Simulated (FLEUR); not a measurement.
**Collinear magnetic orders of free-standing triangular Ni monolayer, spacing 2.629 A with FLEUR**

A self-consistent run ends on one state, which hangs on the start. Several orders of free-standing triangular Ni monolayer, spacing 2.629 A are started in FLEUR and their energies compared.

Main program and level: FLEUR MaX-R8.1; LDA (VWN); all-electron FLAPW film, Dirac cores, scalar-relativistic bands.

### Step 1. Set-up

The cell holds 1 atom: 1 Ni. Cell: a = 2.629 Å, b = 2.629 Å, c = 14.000 Å, α = 90.0°, β = 90.0°, γ = 120.0°. Model lattice. Vacuum lies along c.

### Step 2. Run 1 (ferro +)

The parallel start comes first: it shows whether parallel moments hold.

inpgen writes inp.xml from crystal.txt; cutoffs, mixing, functional, smearing and local orbitals are then set in the file. The k list default-1 (kpts.xml, not shown) is a Γ-centred 12×12×1 mesh; where the ranks do not divide the number of points, some are split in two of half the weight.

The input, inp.xml:

```
<?xml version="1.0" encoding="UTF-8" standalone="no"?>
<fleurInput fleurInputVersion="0.39">
   <comment>
      Ni
   </comment>
   <calculationSetup>
      <cutoffs Kmax="3.6" Gmax="10.8" GmaxXC="10.8" numbands="0"/>
      <scfLoop itmax="120" minDistance="0.00002" maxIterBroyd="15" imix="Anderson" alpha="0.03" precondParam="0.0" spinf="2.0" sdNocoIR="T"/>
      <coreElectrons ctail="T" frcor="F" kcrel="0" coretail_lmax="0"/>
      <xcFunctional name="vwn" relativisticCorrections="F"/>
      <magnetism jspins="2"/>
      <soc l_soc="F" theta="0.0" phi="0.0" spav="F"/>
      <expertModes spex="0" secvar="F"/>
      <geometryOptimization l_f="F" forcealpha="1.0" forcemix="BFGS" epsdisp="0.00001" epsforce="0.00001"/>
      <ldaU l_linMix="F" mixParam="0.05" spinf="1.0"/>
   </calculationSetup>
   <cell>
      <bzIntegration valenceElectrons="18.0" mode="hist" fermiSmearingEnergy="0.00183747">
         <kPointListSelection listName="default-1"/>
         <xi:include xmlns:xi="http://www.w3.org/2001/XInclude" href="kpts.xml"> </xi:include>
      </bzIntegration>
      <xi:include xmlns:xi="http://www.w3.org/2001/XInclude" href="sym.xml"> </xi:include>
      <filmLattice scale="1.0" dVac="5.52" dTilda="8.02">
         <bravaisMatrixFilm>
            <row-1>    4.9680902144632473    -0.0000000540461672</row-1>
            <row-2>   -2.4840450604231075     4.3024923610255268</row-2>
         </bravaisMatrixFilm>
         <vacuumEnergyParameters vacuum="1" spinUp="-.25" spinDown="-.25"/>
      </filmLattice>
   </cell>
   <atomSpecies>
      <species name="Nickel (Ni1.000" element="Ni" atomicNumber="28">
         <mtSphere radius="2.36" gridPoints="781" logIncrement="0.016"/>
         <atomicCutoffs lmax="8" lnonsphr="6"/>
         <electronConfig flipSpins="F">
            <coreConfig>(1s1/2) (2s1/2) (2p1/2) (2p3/2)</coreConfig>
            <valenceConfig>(3s1/2) (3p1/2) (3p3/2) (4s1/2) (3d3/2) (3d5/2)</valenceConfig>
            <stateOccupation state="(3d3/2)" spinUp="1.6" spinDown="1.6"/>
            <stateOccupation state="(3d5/2)" spinUp="2.9" spinDown="1.9"/>
         </electronConfig>
         <energyParameters s="4" p="4" d="3" f="4"/>
         <lo type="SCLO" l="0" n="3" eDeriv="0"/>
         <lo type="SCLO" l="1" n="3" eDeriv="0"/>
      </species>
   </atomSpecies>
   <atomGroups>
      <atomGroup species="Nickel (Ni1.000">
         <filmPos label="                   1">.0000000000 .0000000000 .0000000000</filmPos>
         <force calculate="T" relaxXYZ="TTT"/>
      </atomGroup>
   </atomGroups>
   <output dos="F" band="F" slice="F">
      <bandDOS minEnergy="-.5*Htr" maxEnergy="0.5*Htr" sigma="0.015" storeEVData="T"/>
      <plotting iplot="0" polar="F">
         <plot TwoD="T" vec1="  1.0  0.0  0.0" vec2="  0.0  1.0  0.0" vec3="  0.0  0.0  1.0" zero="  0.0  0.0 -0.5" file="plot"/>
      </plotting>
      <moessbauerParams electricFieldGradient="F" isomerShift="F" coreHyperfine="F" valenceHyperfine="F"/>
   </output>
</fleurInput>
```

The input, crystal.txt:

```
Ni
&input film=T cartesian=F /
2.62900012324  -0.00000002860  0.00000000000
-1.31450003685  2.27678090757  0.00000000000
0.00000000000  0.00000000000  1.00000000000
1.8897261246
1.0 1.0 1.0

1
28 0.00000000000  0.00000000000  0.00000000000 : 1.000

&kpt div1=12 div2=12 div3=1 gamma=T /
```

Command:

```bash
$ OMP_NUM_THREADS=1 inpgen -f crystal.txt > inpgen.log  # inp.xml is then edited as shown
$ OMP_NUM_THREADS=1 mpirun -n 2 fleur_MPI > fleur.log
```

Output:

```text
Welcome to FLEUR        (www.flapw.de)
      MaX-Release 8.1          (www.max-centre.eu)

 ========== k-point set info ==========
 Selected k-point list: default-1
 k-point list type: mesh
 0 x 0 x 0
 Number of k points: 20

 ------------Calculation Setup---------------------------
 Number of MPI-tasks      :            2
 Number of PE/node        :            2
 Number of OMP-threads    :            1
 k-points in parallel     :            2
 pe's per k-point         :            1
 No of k-point loops      :           10
 Eigenvalue solver        :       lapack
 Number of basis functions:          151
 Approximate size of matrices (H+S) per k-point:         0.000 GB
 --------------------------------------------------------
 Iteration:     1   Distance:      24.65913870 me/bohr^3
 Iteration:     2   Distance:      19.92316118 me/bohr^3
 Iteration:     3   Distance:       8.21088093 me/bohr^3
 Iteration:     4   Distance:       8.13977949 me/bohr^3
 Iteration:     5   Distance:       3.88557875 me/bohr^3
 Iteration:     6   Distance:       3.47348363 me/bohr^3
 Iteration:     7   Distance:       1.80031044 me/bohr^3
 Iteration:     8   Distance:       1.19218111 me/bohr^3
 Iteration:     9   Distance:       1.19547638 me/bohr^3
 Iteration:    10   Distance:       0.73911391 me/bohr^3
 Iteration:    11   Distance:       0.53628667 me/bohr^3
 Iteration:    12   Distance:       0.09254338 me/bohr^3
 Iteration:    13   Distance:       0.09019379 me/bohr^3
 Iteration:    14   Distance:       0.02299171 me/bohr^3
 Iteration:    15   Distance:       0.02575613 me/bohr^3
 Iteration:    16   Distance:       0.02485796 me/bohr^3
 Iteration:    17   Distance:       0.01186364 me/bohr^3
 Iteration:    18   Distance:       0.00761064 me/bohr^3
 Iteration:    19   Distance:       0.00238737 me/bohr^3
 Iteration:    20   Distance:       0.00284471 me/bohr^3
 Iteration:    21   Distance:       0.00015035 me/bohr^3
 Iteration:    22   Distance:       0.00043604 me/bohr^3
 Iteration:    23   Distance:       0.00007909 me/bohr^3
 Iteration:    24   Distance:       0.00004112 me/bohr^3
 Iteration:    25   Distance:       0.00010062 me/bohr^3
 Iteration:    26   Distance:       0.00000944 me/bohr^3

 ********************************************************************
 Run finished successfully
 Stop message:
   all done
 ********************************************************************

--- out.xml (last complete iteration) ---
<iteration numberForCurrentRun="   26" overallNumber="   26">
         <energyParameters units="Htr">
            <atomicEP atomType="1" spin="1" branch="4s" branchLowest="-3.96" branchHighest="1.00" value="-0.2648759830"/>
            <atomicEP atomType="1" spin="1" branch="4p" branchLowest="-2.52" branchHighest="1.57" value="-0.1106432899"/>
            <atomicEP atomType="1" spin="1" branch="3d" branchLowest="-9.99" branchHighest="-0.18" value="-0.2587622509"/>
            <atomicEP atomType="1" spin="1" branch="4f" branchLowest="-9.99" branchHighest="2.94" value="0.2187186368"/>
            <loAtomicEP atomType="1" spin="1" branch="3s" branchLowest="-35.89" branchHighest="-3.96" value="-3.9664646807"/>
            <loAtomicEP atomType="1" spin="1" branch="3p" branchLowest="-30.90" branchHighest="-2.52" value="-2.5270698103"/>
            <vacuumEP vacuum="1" spin="1" vzIR="-0.2389563416" vzInf="-0.0000234857" value="-0.2500234857"/>
            <atomicEP atomType="1" spin="2" branch="4s" branchLowest="-3.93" branchHighest="1.01" value="-0.2637508629"/>
            <atomicEP atomType="1" spin="2" branch="4p" branchLowest="-2.48" branchHighest="1.59" value="-0.1116349046"/>
            <atomicEP atomType="1" spin="2" branch="3d" branchLowest="-9.99" branchHighest="-0.14" value="-0.2286071318"/>
            <atomicEP atomType="1" spin="2" branch="4f" branchLowest="-9.99" branchHighest="2.96" value="0.2162801464"/>
            <loAtomicEP atomType="1" spin="2" branch="3s" branchLowest="-35.87" branchHighest="-3.93" value="-3.9278670752"/>
            <loAtomicEP atomType="1" spin="2" branch="3p" branchLowest="-30.89" branchHighest="-2.48" value="-2.4896582428"/>
            <vacuumEP vacuum="1" spin="2" vzIR="-0.2433802985" vzInf="-0.0000234857" value="-0.2500234857"/>
         </energyParameters>
         <bandgap value="0.0080256968" units="eV"/>
         <sumValenceSingleParticleEnergies value="-25.5004702127" units="Htr"/>
         <FermiEnergy value="-0.2074086965" units="Htr"/>
         <valenceDensity>
            <mtCharges spin="1">
               <mtCharge atomType="1" total="8.8985663" s="1.2178834" p="3.0850143" d="4.5894438" f="0.0046347"/>
            </mtCharges>
            <mtCharges spin="2">
               <mtCharge atomType="1" total="7.9987992" s="1.2262043" p="3.1002623" d="3.6660367" f="0.0047758"/>
            </mtCharges>
            <spinDependentCharge spin="1" total="9.4236112" interstitial="0.4535279" mtSpheres="8.8985663" vacuum1="0.0357585"/>
            <spinDependentCharge spin="2" total="8.5763890" interstitial="0.4925665" mtSpheres="7.9987992" vacuum1="0.0425117"/>
            <totalCharge value="18.0000002082"/>
         </valenceDensity>
         <coreStates atomType="     1" atomicNumber=" 28" spin="1" kinEnergy="    675.2924197306" eigValSum="   -429.6071023654" lostElectrons=" 0.000000">
            <state n="1" l="0" j="0.5" energy="-300.9919996262" weight="1.0000000000"/>
            <state n="2" l="0" j="0.5" energy="-35.8915848412" weight="1.0000000000"/>
            <state n="2" l="1" j="0.5" energy="-31.3351194526" weight="1.0000000000"/>
            <state n="2" l="1" j="1.5" energy="-30.6941992227" weight="2.0000000000"/>
         </coreStates>
         <coreStates atomType="     1" atomicNumber=" 28" spin="2" kinEnergy="    675.4738348019" eigValSum="   -429.5377516310" lostElectrons=" 0.000000">
            <state n="1" l="0" j="0.5" energy="-300.9918385925" weight="1.0000000000"/>
            <state n="2" l="0" j="0.5" energy="-35.8706616587" weight="1.0000000000"/>
            <state n="2" l="1" j="0.5" energy="-31.3193434628" weight="1.0000000000"/>
            <state n="2" l="1" j="1.5" energy="-30.6779539585" weight="2.0000000000"/>
         </coreStates>
         <allElectronCharges>
            <spinDependentCharge spin="1" total="14.4236112" interstitial="0.4535279" mtSpheres="13.8985663" vacuum1="0.0357585"/>
            <spinDependentCharge spin="2" total="13.5763890" interstitial="0.4925665" mtSpheres="12.9987992" vacuum1="0.0425117"/>
            <totalCharge value="28.0000002083"/>
         </allElectronCharges>
         <magneticMomentsInMTSpheres units="muBohr">
            <globalMagMoment atomType="1" vec="0.00000   0.00000   0.89977"/>
            <localMagMoment atomType="1" vec="0.00000   0.00000   0.89977"/>
         </magneticMomentsInMTSpheres>
         <moessbauerParams unitsHFF="kG" unitsIS="e/bohr^3" unitsEFG="Htr/bohr^2">
         </moessbauerParams>
         <totalEnergy value="    -1518.3305979962" units="Htr">
            <sumOfEigenvalues value="     -884.6453242091">
               <coreElectrons value="-859.1448539964"/>
               <valenceElectrons value="-25.5004702127"/>
            </sumOfEigenvalues>
            <densityCoulombPotentialIntegral value="-2345.4915188839"/>
            <densityEffectivePotentialIntegral value="-2426.2610188620"/>
            <chargeDenXCDenIntegral value="-61.0080059178"/>
            <FockExchangeEnergyValence value="0.0000000000"/>
            <FockExchangeEnergyCore value="0.0000000000"/>
            <atomTypeDependentContributions atomType="1">
               <electronNucleiInteractionDifferentMTs value="1821.7003447528"/>
               <MadelungTerm value="-4.4921825366"/>
            </atomTypeDependentContributions>
            <tkbTimesEntropy value="0.0011981968"/>
            <freeEnergy value="-1518.3317961930"/>
            <extrapolationTo0K value="-1518.3311970946"/>
         </totalEnergy>
         <densityConvergence units="me/bohr^3">
            <chargeDensity spin="1" distance="0.0000008789"/>
            <chargeDensity spin="2" distance="0.0000089715"/>
            <overallChargeDensity distance="0.0000094450"/>
            <spinDensity distance="0.0000085622"/>
         </densityConvergence>
      </iteration>
```

Wall time 11 s (2 MPI ranks of Arm Neoverse V1, shared host); peak memory 0.1 GiB.

This step gave:

* free energy: -41315.9130 eV
* program's band gap on this mesh (in a metal only a level spacing): 0.008026 eV
* magnetization: 0.8472 μB
* final state: ferromagnetic
* largest moment: 0.8998 μB

After 26 cycles the largest moment stands at 0.900 μB.

### Step 3. Start 2: antiferro q=(0,1/2,0) +-

Another pattern of signs weighs the neighbour shells otherwise.

The cell is doubled to 2 atoms to hold this order. The mesh is halved along the doubled vector, so that both cells sample the same points. The k list default-1 (kpts.xml, not shown) is a Γ-centred 12×6×1 mesh.

inp.xml, as its differences from that of step 2:

```diff
@@ -17,3 +17,3 @@
    <cell>
-      <bzIntegration valenceElectrons="18.0" mode="hist" fermiSmearingEnergy="0.00183747">
+      <bzIntegration valenceElectrons="36.0" mode="hist" fermiSmearingEnergy="0.00183747">
          <kPointListSelection listName="default-1"/>
@@ -24,4 +24,4 @@
          <bravaisMatrixFilm>
-            <row-1>    4.9680902144632473    -0.0000000540461672</row-1>
-            <row-2>   -2.4840450604231075     4.3024923610255268</row-2>
+            <row-1>    4.9680899815733994     0.0000000000000000</row-1>
+            <row-2>   -4.9680899815733994     8.6049850713858245</row-2>
          </bravaisMatrixFilm>
@@ -44,2 +44,15 @@
       </species>
+      <species name="Nickel (Ni-1.000" element="Ni" atomicNumber="28">
+         <mtSphere radius="2.36" gridPoints="781" logIncrement="0.016"/>
+         <atomicCutoffs lmax="8" lnonsphr="6"/>
+         <electronConfig flipSpins="F">
+            <coreConfig>(1s1/2) (2s1/2) (2p1/2) (2p3/2)</coreConfig>
+            <valenceConfig>(3s1/2) (3p1/2) (3p3/2) (4s1/2) (3d3/2) (3d5/2)</valenceConfig>
+            <stateOccupation state="(3d3/2)" spinUp="1.6" spinDown="1.6"/>
+            <stateOccupation state="(3d5/2)" spinUp="1.9" spinDown="2.9"/>
+         </electronConfig>
+         <energyParameters s="4" p="4" d="3" f="4"/>
+         <lo type="SCLO" l="0" n="3" eDeriv="0"/>
+         <lo type="SCLO" l="1" n="3" eDeriv="0"/>
+      </species>
    </atomSpecies>
@@ -48,2 +61,6 @@
          <filmPos label="                   1">.0000000000 .0000000000 .0000000000</filmPos>
+         <force calculate="T" relaxXYZ="TTT"/>
+      </atomGroup>
+      <atomGroup species="Nickel (Ni-1.000">
+         <filmPos label="                   2">.0000000000 1.000/2.000 .0000000000</filmPos>
          <force calculate="T" relaxXYZ="TTT"/>
```

The input, crystal.txt:

```
Ni
&input film=T cartesian=F /
2.62900000000  0.00000000000  0.00000000000
-2.62900000000  4.55356200000  0.00000000000
0.00000000000  0.00000000000  1.00000000000
1.8897261246
1.0 1.0 1.0

2
28 0.00000000000  0.00000000000  0.00000000000 : 1.000
28 0.00000000000  0.50000000000  0.00000000000 : -1.000

&kpt div1=12 div2=6 div3=1 gamma=T /
```

Output:

```text
[banner, memory and clock lines left out]
Welcome to FLEUR        (www.flapw.de)
      MaX-Release 8.1          (www.max-centre.eu)

 ========== k-point set info ==========
 Selected k-point list: default-1
 k-point list type: mesh
 12 x 6 x 1
 Number of k points: 38

 ------------Calculation Setup---------------------------
 Number of PE/node        :            2
 Number of OMP-threads    :            1
 k-points in parallel     :            2
 pe's per k-point         :            1
 No of k-point loops      :           19
 Eigenvalue solver        :       lapack
 Number of basis functions:          293
 Approximate size of matrices (H+S) per k-point:         0.001 GB
 Iteration:     1   Distance:      26.87243273 me/bohr^3
 Iteration:     2   Distance:      22.13126965 me/bohr^3
 Iteration:     3   Distance:       9.81282306 me/bohr^3
 Iteration:     4   Distance:       9.32518077 me/bohr^3
 Iteration:     5   Distance:       3.90790032 me/bohr^3
 Iteration:     6   Distance:       4.23216467 me/bohr^3
 Iteration:     7   Distance:       4.65838597 me/bohr^3
 Iteration:     8   Distance:       2.82808922 me/bohr^3
 Iteration:     9   Distance:       1.66841388 me/bohr^3
 Iteration:    10   Distance:       0.92545638 me/bohr^3
[... 14 iterations left out ...]
 Iteration:    25   Distance:       0.00265992 me/bohr^3
 Iteration:    26   Distance:       0.00235269 me/bohr^3
 Iteration:    27   Distance:       0.00033204 me/bohr^3
 Iteration:    28   Distance:       0.00010921 me/bohr^3
 Iteration:    29   Distance:       0.00009416 me/bohr^3
 Iteration:    30   Distance:       0.00009261 me/bohr^3
 Iteration:    31   Distance:       0.00009045 me/bohr^3
 Iteration:    32   Distance:       0.00007551 me/bohr^3
 Iteration:    33   Distance:       0.00002823 me/bohr^3
 Iteration:    34   Distance:       0.00001854 me/bohr^3

 ********************************************************************
 Run finished successfully
 Stop message:
   all done
 ********************************************************************

--- out.xml (last complete iteration) ---
<iteration numberForCurrentRun="   34" overallNumber="   34">
         [... left out ...]
         <bandgap value="0.0000000042" units="eV"/>
         <sumValenceSingleParticleEnergies value="-50.8728727810" units="Htr"/>
         <FermiEnergy value="-0.2111100350" units="Htr"/>
         <valenceDensity>
            <mtCharges spin="1">
               <mtCharge atomType="1" total="8.7897092" s="1.2255634" p="3.0969430" d="4.4609238" f="0.0047394"/>
               <mtCharge atomType="2" total="8.1098799" s="1.2161933" p="3.0897235" d="3.7976710" f="0.0047317"/>
            </mtCharges>
            <mtCharges spin="2">
               <mtCharge atomType="1" total="8.1098801" s="1.2161933" p="3.0897235" d="3.7976712" f="0.0047317"/>
               <mtCharge atomType="2" total="8.7897094" s="1.2255634" p="3.0969430" d="4.4609240" f="0.0047394"/>
            </mtCharges>
            <spinDependentCharge spin="1" total="18.0000000" interstitial="0.9455791" mtSpheres="16.8995892" vacuum1="0.0774159"/>
            <spinDependentCharge spin="2" total="18.0000004" interstitial="0.9455791" mtSpheres="16.8995895" vacuum1="0.0774159"/>
            <totalCharge value="36.0000004142"/>
         </valenceDensity>
         [... left out ...]
         <magneticMomentsInMTSpheres units="muBohr">
            <globalMagMoment atomType="1" vec="0.00000   0.00000   0.67983"/>
            <localMagMoment atomType="1" vec="0.00000   0.00000   0.67983"/>
            <globalMagMoment atomType="2" vec="0.00000   0.00000  -0.67983"/>
            <localMagMoment atomType="2" vec="0.00000   0.00000  -0.67983"/>
         </magneticMomentsInMTSpheres>
         [... left out ...]
         <totalEnergy value="    -3036.6531528205" units="Htr">
            <sumOfEigenvalues value="    -1769.0966964359">
               <coreElectrons value="-1718.2238236549"/>
               <valenceElectrons value="-50.8728727810"/>
            </sumOfEigenvalues>
            <densityCoulombPotentialIntegral value="-4690.7972641960"/>
            <densityEffectivePotentialIntegral value="-4852.3283342306"/>
            <chargeDenXCDenIntegral value="-122.0102813830"/>
            <FockExchangeEnergyValence value="0.0000000000"/>
            <FockExchangeEnergyCore value="0.0000000000"/>
         [... left out ...]
            <tkbTimesEntropy value="0.0036857450"/>
            <freeEnergy value="-3036.6568385655"/>
            <extrapolationTo0K value="-3036.6549956930"/>
         </totalEnergy>
         <densityConvergence units="me/bohr^3">
            <chargeDensity spin="1" distance="0.0000130699"/>
            <chargeDensity spin="2" distance="0.0000127398"/>
            <overallChargeDensity distance="0.0000185418"/>
            <spinDensity distance="0.0000179570"/>
         </densityConvergence>
      </iteration>
```

Elapsed: 63 s, on 2 MPI ranks; peak memory 0.22 GiB.

Read from the output:

| Quantity | Value |
| --- | --- |
| free energy | -82631.6421 eV |
| program's band gap on this mesh (in a metal only a level spacing) | 4.20e-9 eV |
| magnetization | 0 μB |
| final state | antiferromagnetic |
| largest moment | 0.6798 μB |

It lies 91.9 meV a seeded atom over the first start, and its largest moment is 0.680 μB against 0.900 μB.

(Part 1 of 2 ends here.)

[Logs and program files are shortened in this print: banners, set-up blocks, solver, clock and traceback lines can be left out without a mark of their own.]

[Logs are printed without paths, hosts, clocks, repeated set-up lines and the standing remarks that a program may print on its own settings, such as how far it seeks lower states.]

[Hosts, paths, dates, database ids (printed as entryN), source tags and the programs' standing remarks are cut or masked in the printed files.]

[Where a cell is said to come from a database of computed structures, the database is the Materials Project.]
